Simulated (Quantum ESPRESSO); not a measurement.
Consider CuS (F-43m).

```cif
data_structure
_symmetry_space_group_name_H-M 'P 1'
_symmetry_Int_Tables_number 1
_cell_length_a 3.6487
_cell_length_b 3.6487
_cell_length_c 3.6487
_cell_angle_alpha 60.000
_cell_angle_beta 60.000
_cell_angle_gamma 60.000
_cell_volume 34.35
loop_
_atom_site_label
_atom_site_type_symbol
_atom_site_fract_x
_atom_site_fract_y
_atom_site_fract_z
_atom_site_occupancy
Cu1 Cu 0.75000 0.75000 0.75000 1
S2 S 0.00000 0.00000 0.00000 1
```

Absorber: atom 2, with 4 Cu at 2.23 Å (tetrahedral, site symmetry -43m). Method: Quantum ESPRESSO XSpectra, PBEsol, excited-electron core hole (neutral cell), 12-atom cell with 6.3 Å between holes, 6×5×6 k points, dipole transitions, Lorentzian half width 0.3 eV up to 4 eV, rising linearly to 2.5 eV at 25 eV.

Question: Predict the near-edge structure at the S K edge.

Main maxima up to 24 eV above the zero (height): 0.3 eV (0.76), 6.6 eV (1.90) and 17.6 eV (1.11). A K edge sees empty p states on the absorber. The total-energy difference is 2478.30 eV. One term is added: -16.94 eV, since the hole is spin-paired here and a spin-polarised one costs that much less in the free atom (computed apart). The photon energy is then 2461.36 eV. The functional leaves an error in such absolute values: in the free atom PBEsol prices this hole 4.4 eV below PBE (computed apart), and PBE is itself good to a few eV.

The S K spectrum (energy from the energy zero of the input (xe0, at the border of filled and empty states); intensity scaled to a mean of 1 over the first 20 eV; the points at xe0, where the cut of filled states can leave a spike, are interpolated):

```
E (eV)  intensity
  -2.0       0.04
  -1.0       0.08
   0.0       0.58
   1.0       0.44
   2.0       0.11
   3.0       0.12
   4.0       0.33
   5.0       1.22
   6.0       1.79
   7.0       1.79
   8.0       1.58
   9.0       1.47
  10.0       1.24
  11.0       1.06
  12.0       1.01
  13.0       0.92
  14.0       0.87
  15.0       0.92
  16.0       1.03
  17.0       1.10
  18.0       1.11
  19.0       1.07
  20.0       1.02
  21.0       0.96
  22.0       0.90
  23.0       0.86
  24.0       0.83
  25.0       0.83
  26.0       0.84
  27.0       0.85
  28.0       0.86
  29.0       0.88
  30.0       0.94
  31.0       1.03
  32.0       1.12
```

The primitive cell holds an odd number of electrons, so a spin-paired run has to come out metallic; that is right for a metal, but some such compounds are magnetic or distorted insulators. The holes are only 6.3 Å apart, so the shape is probably not converged with cell size; no larger cell was run here. The structure is a computed Materials Project entry and may be a hypothetical form.

[Banner, clock and machine lines of the logs are left out without a mark of their own.]

[Logs are printed without paths, hosts, clocks, repeated set-up lines and the standing remarks that a program may print on its own settings, such as how far it seeks lower states.]

[Hosts, paths, dates, database ids (printed as entryN), source tags and the programs' standing remarks are cut or masked in the printed files.]

[Lists of maxima count a maximum above −3 eV only where it reaches 4 % of the highest in the window and stands out from its surroundings by 2 % of it (1.5 % where it reaches 55 %); shoulders and weaker maxima are passed over, and of the rest the first, up to two pre-edge ones and the few strongest are named.]
